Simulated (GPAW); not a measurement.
**S/Ru(0001): work function by functional and basis**

Wanted: work functions and dipole of S/Ru(0001), with the cost of each level.

Program: GPAW 26.7.0. Level of theory: GPAW, PAW setups; slab in vacuum, relaxation, in the first sound run; inputs show where later runs differ. Results are calculated unless marked as measured.

## Step 1: The starting structure

The cell holds 5 atoms: 4 Ru and 1 S. Cell: a = 2.700 Å, b = 2.700 Å, c = 24.540 Å, α = 90.0°, β = 90.0°, γ = 60.0°. Vacuum lies along c.

Structure file:

```cif
data_structure
_symmetry_space_group_name_H-M 'P 1'
_symmetry_Int_Tables_number 1
_cell_length_a 2.7000
_cell_length_b 2.7000
_cell_length_c 24.5403
_cell_angle_alpha 90.000
_cell_angle_beta 90.000
_cell_angle_gamma 60.000
_cell_volume 154.93
loop_
_atom_site_label
_atom_site_type_symbol
_atom_site_fract_x
_atom_site_fract_y
_atom_site_fract_z
_atom_site_occupancy
Ru1 Ru 0.66667 0.66667 0.32599 1
Ru2 Ru 0.00000 0.00000 0.41313 1
Ru3 Ru 0.66667 0.66667 0.50027 1
Ru4 Ru 0.00000 0.00000 0.58741 1
S5 S 0.66667 0.66667 0.67401 1
```

## Step 2: Relaxation

The atoms are relaxed first, since the surface dipole, and with it the work function, follows the positions of the outer layers. The lowest 2 atoms are held at bulk positions and keep their forces.

Input file run.py:

```python
import json
import numpy as np
from ase import Atoms
from ase.constraints import FixAtoms
from ase.optimize import BFGS
from gpaw import GPAW, PW

slab = Atoms(
    ['Ru', 'Ru', 'Ru', 'Ru', 'S'],
    positions=[
        [2.70000, 1.55885, 8.00000],
        [0.00000, 0.00000, 10.13840],
        [2.70000, 1.55885, 12.27680],
        [0.00000, 0.00000, 14.41520],
        [2.70000, 1.55885, 16.54026]],
    cell=[[2.7, 0.0, 0.0], [1.35, 2.33827, 0.0], [0.0, 0.0, 24.54026]],
    pbc=[True, True, False])

slab.calc = GPAW(mode=PW(400), xc='PBE', kpts={'size': (13, 13, 1), 'gamma': True},
                 occupations={'name': 'fermi-dirac', 'width': 0.1}, nbands='160%',
                 convergence={'density': 1e-05}, maxiter=200,
                 poissonsolver={'dipolelayer': 'xy'},
                 symmetry={'tolerance': 1e-3, 'extra_ids': [1, 1, 0, 0, 0]}, txt='slab.txt')
result = {}
slab.set_constraint(FixAtoms([0, 1]))
path = []
opt = BFGS(slab, maxstep=0.2)
opt.attach(lambda: path.append((slab.get_potential_energy(), slab.positions.tolist(), slab.get_forces().tolist())))
result['relaxed'] = bool(opt.run(fmax=0.03, steps=40))
result['path'] = path
energy = slab.get_potential_energy()
fermi = slab.calc.get_fermi_level()
v = slab.calc.get_electrostatic_potential().mean((0, 1)) - fermi
n = slab.calc.get_pseudo_density().mean((0, 1))
L = slab.cell[2, 2]
z = np.arange(len(v)) * L / len(v)
low, high = slab.positions[:, 2].min(), slab.positions[:, 2].max()
below, above = np.interp([low - 5.8, high + 5.8], z, v)
slopes = [np.interp(x, z, np.gradient(v, z)) for x in (low - 5.8, high + 5.8)]
eps = np.array([[slab.calc.get_eigenvalues(k, s) for k in range(len(slab.calc.get_ibz_k_points()))]
                for s in range(slab.calc.get_number_of_spins())]) - fermi
top, bottom = eps[eps < 0].max(), eps[eps > 0].min()
dipole = slab.get_dipole_moment()[2]
print(f'energy {energy:.4f} eV, Fermi level {fermi:.4f} eV, dipole {dipole:.5f} e A')
print(f'potential 5.8 A off the faces, from the Fermi level: lower {below:.4f} eV, upper {above:.4f} eV')
print(f'slope of the potential there: lower {slopes[0]:.5f}, upper {slopes[1]:.5f} eV/A')
print(f'nearest levels on the mesh: {top:.4f} and {bottom:.4f} eV')
print('magnetic moment', round(slab.get_magnetic_moment(), 3))
result.update(energy=energy, fermi=fermi, dipole=dipole, below=below, above=above, slopes=slopes, edges=[top, bottom],
              z=z.tolist(), v=v.tolist(), n=n.tolist(), positions=slab.positions.tolist(),
              forces=slab.get_forces(apply_constraint=False).tolist(), moments=slab.get_magnetic_moments().tolist())
json.dump(result, open('result.json', 'w'))
```

Launch:

```
> OMP_NUM_THREADS=1 OPENBLAS_NUM_THREADS=1 python run.py
```

The program printed:

```text
Step          Energy          fmax
BFGS:    0      -39.867142        1.535166
BFGS:    1      -39.932158        1.510722
BFGS:    2      -40.225677        0.978428
BFGS:    3      -40.231877        0.722880
BFGS:    4      -40.252304        0.253151
BFGS:    5      -40.253616        0.183428
BFGS:    6      -40.254622        0.203201
BFGS:    7      -40.259255        0.177739
BFGS:    8      -40.260920        0.207503
BFGS:    9      -40.262159        0.203698
BFGS:   10      -40.263149        0.146949
BFGS:   11      -40.263998        0.075876
BFGS:   12      -40.264281        0.032665
BFGS:   13      -40.264324        0.005061
energy -40.1808 eV, Fermi level 3.0643 eV, dipole 0.02305 e A
potential 5.8 A off the faces, from the Fermi level: lower 5.0956 eV, upper 4.4290 eV
slope of the potential there: lower -0.00002, upper -0.00003 eV/A
nearest levels on the mesh: -0.0177 and 0.0272 eV
magnetic moment 0.0
```

Run time: 22 min. Hardware: 1 thread of Arm Neoverse V2, shared host; peak memory 0.23 GiB.

The steps of the relaxation:

```csv
step,energy less that of the first step (eV),largest force (eV/Å)
1,0.0000,1.5352
2,-0.0646,1.5107
3,-0.3574,0.9784
4,-0.3630,0.7229
5,-0.3835,0.2532
6,-0.3848,0.1834
7,-0.3857,0.2032
8,-0.3899,0.1777
9,-0.3915,0.2075
10,-0.3928,0.2037
11,-0.3941,0.1469
12,-0.3954,0.0759
13,-0.3959,0.0327
14,-0.3960,0.0051
```

The atoms that moved most (Å):

```csv
atom,dx,dy,dz,length
S5,0.000,0.000,-0.265,0.265
Ru4,0.000,0.000,0.107,0.107
Ru3,0.000,0.000,-0.009,0.009
```

Final coordinates:

```xyz
5
Lattice="2.7000 0.0000 0.0000 1.3500 2.3383 0.0000 0.0000 0.0000 24.5403" Properties=species:S:1:pos:R:3
Ru    2.7000    1.5589    8.0000
Ru    0.0000    0.0000   10.1384
Ru    2.7000    1.5589   12.2681
Ru    0.0000    0.0000   14.5219
S     2.7000    1.5589   16.2750
```

Numbers from this step:

```yaml
dipole_along_the_normal: 0.02305 e·Å
levels_nearest_the_fermi_level_on_the_mesh: -0.01770, 0.02720 eV from the Fermi level
upper_work_function: 4.429 eV
lower_work_function: 5.096 eV
```

The electrostatic potential energy of an electron (without an applied field's), less the Fermi level, planar mean oscillates, so the rows of the table below give means over windows of 2.15 Å about each position, cut where the curve ends. Its maxima inside the range that stand out by 2 % of the span (Å: eV): 9.1: -1.87, 11.2: -2.12, 13.4: -1.01, 15.4: -5.86. Its minima: 8.0: -27.9, 10.1: -28.5, 12.3: -28.3, 14.5: -28.8, 16.3: -28.9.

The electrostatic potential energy of an electron (without an applied field's), less the Fermi level, planar mean by z; means over each step:

```csv
z (Å),"electrostatic potential energy of an electron (without an applied field's), less the Fermi level, planar mean (eV)"
1.07,5.07
3.22,5.09
5.37,4.86
7.52,-11.4
9.67,-13.5
11.82,-13.6
13.97,-13.1
16.12,-12.9
18.27,3.89
20.42,4.43
22.57,4.43
```

The pseudo valence density, planar mean by z:

```csv
z (Å),"pseudo valence density, planar mean (e/Å³)"
4.0,9.7e-5
4.5,3.3e-4
5.0,0.00121
5.5,0.00416
6.0,0.0149
6.5,0.0517
7.0,0.205
7.5,0.978
8.0,2.63
8.5,1.01
9.0,0.380
9.5,0.682
10.0,2.41
10.5,1.50
11.0,0.441
11.5,0.513
12.0,1.89
12.5,2.05
13.0,0.527
13.5,0.329
14.0,0.935
14.5,2.64
15.0,1.11
15.5,0.545
16.0,0.607
16.5,0.550
17.0,0.335
17.5,0.0851
18.0,0.0160
18.5,0.00333
19.0,6.6e-4
19.5,1.4e-4
```

The relaxation lowered the energy of the cell by 0.396 eV (energies extrapolated to zero smearing; the optimiser's log prints free energies). The largest force left on a free atom is 0.0051 eV/Å.

## Step 3: Plane waves, PBE

The work function is the vacuum plateau of the electrostatic potential less the Fermi level; a dipole layer lets the two faces have plateaus of their own.

This step: GPAW, PAW setups; slab in vacuum (GPAW 26.7.0).

Changes to run.py since step 2:

```diff
@@ -3,4 +3,2 @@
 from ase import Atoms
-from ase.constraints import FixAtoms
-from ase.optimize import BFGS
 from gpaw import GPAW, PW
@@ -12,5 +10,5 @@
         [0.00000, 0.00000, 10.13840],
-        [2.70000, 1.55885, 12.27680],
-        [0.00000, 0.00000, 14.41520],
-        [2.70000, 1.55885, 16.54026]],
+        [2.70000, 1.55885, 12.26809],
+        [0.00000, 0.00000, 14.52194],
+        [2.70000, 1.55885, 16.27498]],
     cell=[[2.7, 0.0, 0.0], [1.35, 2.33827, 0.0], [0.0, 0.0, 24.54026]],
@@ -22,10 +20,4 @@
                  poissonsolver={'dipolelayer': 'xy'},
-                 symmetry={'tolerance': 1e-3, 'extra_ids': [1, 1, 0, 0, 0]}, txt='slab.txt')
+                 symmetry={'tolerance': 1e-3}, txt='slab.txt')
 result = {}
-slab.set_constraint(FixAtoms([0, 1]))
-path = []
-opt = BFGS(slab, maxstep=0.2)
-opt.attach(lambda: path.append((slab.get_potential_energy(), slab.positions.tolist(), slab.get_forces().tolist())))
-result['relaxed'] = bool(opt.run(fmax=0.03, steps=40))
-result['path'] = path
 energy = slab.get_potential_energy()
```

The program printed:

```text
energy -40.1808 eV, Fermi level 3.0643 eV, dipole 0.02334 e A
potential 5.8 A off the faces, from the Fermi level: lower 5.0956 eV, upper 4.4290 eV
slope of the potential there: lower -0.00008, upper 0.00005 eV/A
nearest levels on the mesh: -0.0177 and 0.0272 eV
magnetic moment 0.0
```

Wall time 1.9 min (1 thread); peak memory 0.23 GiB.

Numbers from this step:

| Item | Value |
| --- | --- |
| dipole along the normal | 0.02334 e·Å |
| levels nearest the Fermi level on the mesh | -0.01769, 0.02719 eV from the Fermi level |

The electrostatic potential energy of an electron (without an applied field's), less the Fermi level, planar mean oscillates, so the rows of the table below give means over windows of 2.15 Å about each position, cut where the curve ends. Its maxima inside the range that stand out by 2 % of the span (Å: eV): 9.1: -1.87, 11.2: -2.12, 13.4: -1.01, 15.4: -5.86. Its minima: 8.0: -27.9, 10.1: -28.5, 12.3: -28.3, 14.5: -28.8, 16.3: -28.9.

The electrostatic potential energy of an electron (without an applied field's), less the Fermi level, planar mean by z; means over each step:

```csv
z (Å),"electrostatic potential energy of an electron (without an applied field's), less the Fermi level, planar mean (eV)"
1.07,5.07
3.22,5.09
5.37,4.86
7.52,-11.4
9.67,-13.5
11.82,-13.6
13.97,-13.1
16.12,-12.9
18.27,3.88
20.42,4.43
22.57,4.43
```

Table of pseudo valence density, planar mean by z:

z (Å), pseudo valence density, planar mean (e/Å³) and a bar:
```
      4.0       0.00 
      4.5       0.00 
      5.0       0.00 
      5.5       0.00 
      6.0       0.01 
      6.5       0.05 #
      7.0       0.21 ##
      7.5       0.98 ###########
      8.0       2.63 ##############################
      8.5       1.01 ###########
      9.0       0.38 ####
      9.5       0.68 ########
     10.0       2.41 ###########################
     10.5       1.50 #################
     11.0       0.44 #####
     11.5       0.51 ######
     12.0       1.89 #####################
     12.5       2.05 #######################
     13.0       0.53 ######
     13.5       0.33 ####
     14.0       0.93 ###########
     14.5       2.64 ##############################
     15.0       1.11 #############
     15.5       0.55 ######
     16.0       0.61 #######
     16.5       0.55 ######
     17.0       0.33 ####
     17.5       0.09 #
     18.0       0.02 
     18.5       0.00 
     19.0       0.00 
     19.5       0.00
```

Force by atom:

```csv
atom,x (eV/Å),y (eV/Å),z (eV/Å),size
Ru1,0.000,0.000,0.547,0.547
Ru2,0.000,0.000,-0.550,0.550
Ru3,0.000,0.000,0.003,0.003
Ru4,0.000,0.000,0.004,0.004
S5,0.000,0.000,-0.004,0.004
```

The potential is flat to 7.9e-5 eV/Å where it is read, so the vacuum is wide enough.

## Step 4: OptPBE vdW: xc = "optPBE-vdW"

The same geometry under optPBE-vdW, to see how far the functional moves the levels against the vacuum (the van der Waals functionals take revPBE setups).

Changes to run.py since step 3:

```diff
@@ -16,3 +16,3 @@
 
-slab.calc = GPAW(mode=PW(400), xc='PBE', kpts={'size': (13, 13, 1), 'gamma': True},
+slab.calc = GPAW(mode=PW(400), xc='optPBE-vdW', kpts={'size': (13, 13, 1), 'gamma': True},
                  occupations={'name': 'fermi-dirac', 'width': 0.1}, nbands='160%',
```

The program printed:

```text
energy -100.8376 eV, Fermi level 2.9370 eV, dipole 0.02160 e A
potential 5.8 A off the faces, from the Fermi level: lower 5.2710 eV, upper 4.6546 eV
slope of the potential there: lower -0.00012, upper 0.00010 eV/A
nearest levels on the mesh: -0.0253 and 0.0250 eV
magnetic moment 0.0
```

Elapsed: 1.9 min, on 1 thread; peak memory 0.36 GiB.

This step gave:

| Quantity | Value |
| --- | --- |
| dipole along the normal | 0.02160 e·Å |
| levels nearest the Fermi level on the mesh | -0.02526, 0.02498 eV from the Fermi level |
| upper work function | 4.655 eV |
| lower work function | 5.271 eV |

The electrostatic potential energy of an electron (without an applied field's), less the Fermi level, planar mean oscillates, so the rows of the table below give means over windows of 2.15 Å about each position, cut where the curve ends. Its maxima inside the range that stand out by 2 % of the span (Å: eV): 9.1: -1.95, 11.2: -2.20, 13.4: -1.08, 15.4: -5.87. Its minima: 8.0: -27.8, 10.1: -28.3, 12.3: -28.1, 14.5: -28.6, 16.3: -28.8.

Table of electrostatic potential energy of an electron (without an applied field's), less the Fermi level, planar mean by z; means over each step:

```csv
z (Å),"electrostatic potential energy of an electron (without an applied field's), less the Fermi level, planar mean (eV)"
1.07,5.24
3.22,5.27
5.37,5.00
7.52,-11.4
9.67,-13.5
11.82,-13.5
13.97,-13.1
16.12,-12.9
18.27,4.07
20.42,4.65
22.57,4.65
```

The pseudo valence density, planar mean oscillates, so the rows of the table below give means over windows of 2.25 Å about each position, cut where the curve ends. Its maxima inside the range that stand out by 2 % of the span (Å: e/Å³): 8.0: 2.68, 10.2: 2.59, 12.3: 2.69, 14.5: 2.70, 16.0: 0.626, 16.6: 0.569. Its minima: 9.0: 0.375, 11.2: 0.372, 13.3: 0.323, 15.5: 0.538, 16.4: 0.510.

Pseudo valence density, planar mean against z; means over each step:

```csv
z (Å),"pseudo valence density, planar mean (e/Å³)"
3.38,8.3e-5
5.62,0.0174
7.88,1.10
10.12,1.14
12.38,1.13
14.62,1.18
16.88,0.348
19.12,0.00247
21.38,3.6e-6
```

Force by atom:

```csv
atom,x (eV/Å),y (eV/Å),z (eV/Å),size
Ru1,0.000,0.000,0.148,0.148
Ru2,0.000,0.000,-0.528,0.528
Ru3,0.000,0.000,0.082,0.082
Ru4,0.000,0.000,-0.144,0.144
S5,0.000,0.000,0.441,0.441
```

The upper face's work function is 4.655 eV, against 4.429 eV in the first plane-wave PBE run at this geometry.

## Step 5: Self-consistent run: xc = "revPBE"

The same geometry under revPBE, to see how far the functional moves the levels against the vacuum.

Changes to run.py since step 4:

```diff
@@ -16,3 +16,3 @@
 
-slab.calc = GPAW(mode=PW(400), xc='optPBE-vdW', kpts={'size': (13, 13, 1), 'gamma': True},
+slab.calc = GPAW(mode=PW(400), xc='revPBE', kpts={'size': (13, 13, 1), 'gamma': True},
                  occupations={'name': 'fermi-dirac', 'width': 0.1}, nbands='160%',
```

The program printed:

```text
energy -37.8091 eV, Fermi level 3.1559 eV, dipole 0.02193 e A
potential 5.8 A off the faces, from the Fermi level: lower 4.9517 eV, upper 4.3256 eV
slope of the potential there: lower -0.00009, upper 0.00007 eV/A
nearest levels on the mesh: -0.0185 and 0.0253 eV
magnetic moment 0.0
```

Wall time 1.8 min (1 thread); peak memory 0.23 GiB.

Numbers from this step:

```
dipole along the normal                    : 0.02193 e·Å
levels nearest the Fermi level on the mesh : -0.01854, 0.02531 eV from the Fermi level
upper work function                        : 4.326 eV
lower work function                        : 4.952 eV
```

The upper face's work function is 4.326 eV, against 4.429 eV in the first plane-wave PBE run at this geometry.

## Step 6: Self-consistent run: xc = "vdW-DF2"

The same geometry under vdW-DF2, to see how far the functional moves the levels against the vacuum (the van der Waals functionals take revPBE setups).

Changes to run.py since step 5:

```diff
@@ -16,3 +16,3 @@
 
-slab.calc = GPAW(mode=PW(400), xc='revPBE', kpts={'size': (13, 13, 1), 'gamma': True},
+slab.calc = GPAW(mode=PW(400), xc='vdW-DF2', kpts={'size': (13, 13, 1), 'gamma': True},
                  occupations={'name': 'fermi-dirac', 'width': 0.1}, nbands='160%',
```

The program printed:

```text
energy -409.2876 eV, Fermi level 2.9507 eV, dipole 0.02173 e A
potential 5.8 A off the faces, from the Fermi level: lower 5.3885 eV, upper 4.7684 eV
slope of the potential there: lower -0.00013, upper 0.00011 eV/A
nearest levels on the mesh: -0.0253 and 0.0282 eV
magnetic moment 0.0
```

Wall time 2.1 min (1 thread); peak memory 0.36 GiB.

Numbers from this step:

```
dipole along the normal                    : 0.02173 e·Å
levels nearest the Fermi level on the mesh : -0.02528, 0.02821 eV from the Fermi level
upper work function                        : 4.768 eV
lower work function                        : 5.389 eV
```

The upper face's work function is 4.768 eV, against 4.429 eV in the first plane-wave PBE run at this geometry.

## Step 7: Self-consistent run: xc = "RPBE"

The same geometry under RPBE, to see how far the functional moves the levels against the vacuum.

Changes to run.py since step 6:

```diff
@@ -16,3 +16,3 @@
 
-slab.calc = GPAW(mode=PW(400), xc='vdW-DF2', kpts={'size': (13, 13, 1), 'gamma': True},
+slab.calc = GPAW(mode=PW(400), xc='RPBE', kpts={'size': (13, 13, 1), 'gamma': True},
                  occupations={'name': 'fermi-dirac', 'width': 0.1}, nbands='160%',
```

The program printed:

```text
energy -37.2065 eV, Fermi level 3.1730 eV, dipole 0.02117 e A
potential 5.8 A off the faces, from the Fermi level: lower 4.9278 eV, upper 4.3234 eV
slope of the potential there: lower -0.00009, upper 0.00008 eV/A
nearest levels on the mesh: -0.0189 and 0.0248 eV
magnetic moment 0.0
```

Wall time 1.9 min (1 thread); peak memory 0.23 GiB.

Numbers from this step:

* dipole along the normal: 0.02117 e·Å
* levels nearest the Fermi level on the mesh: -0.01892, 0.02479 eV from the Fermi level
* upper work function: 4.323 eV
* lower work function: 4.928 eV

The upper face's work function is 4.323 eV, against 4.429 eV in the first plane-wave PBE run at this geometry.

## Step 8: Self-consistent run: xc = "LDA"

The same geometry under LDA, to see how far the functional moves the levels against the vacuum.

Changes to run.py since step 7:

```diff
@@ -16,3 +16,3 @@
 
-slab.calc = GPAW(mode=PW(400), xc='RPBE', kpts={'size': (13, 13, 1), 'gamma': True},
+slab.calc = GPAW(mode=PW(400), xc='LDA', kpts={'size': (13, 13, 1), 'gamma': True},
                  occupations={'name': 'fermi-dirac', 'width': 0.1}, nbands='160%',
```

The program printed:

```text
energy -46.7755 eV, Fermi level 2.7713 eV, dipole 0.02656 e A
potential 5.8 A off the faces, from the Fermi level: lower 5.4532 eV, upper 4.6945 eV
slope of the potential there: lower -0.00007, upper -0.00000 eV/A
nearest levels on the mesh: -0.0151 and 0.0304 eV
magnetic moment 0.0
```

Wall time 1.7 min (1 thread); peak memory 0.23 GiB.

Numbers from this step:

```
dipole along the normal                    : 0.02656 e·Å
levels nearest the Fermi level on the mesh : -0.01513, 0.03041 eV from the Fermi level
upper work function                        : 4.694 eV
lower work function                        : 5.453 eV
```

The upper face's work function is 4.694 eV, against 4.429 eV in the first plane-wave PBE run at this geometry.

(Part 1 of 2 ends here.)

[Logs are printed without paths, hosts, clocks, repeated set-up lines and the standing remarks that a program may print on its own settings, such as how far it seeks lower states.]

[Hosts, paths, dates, database ids (printed as entryN), source tags and the programs' standing remarks are cut or masked in the printed files.]
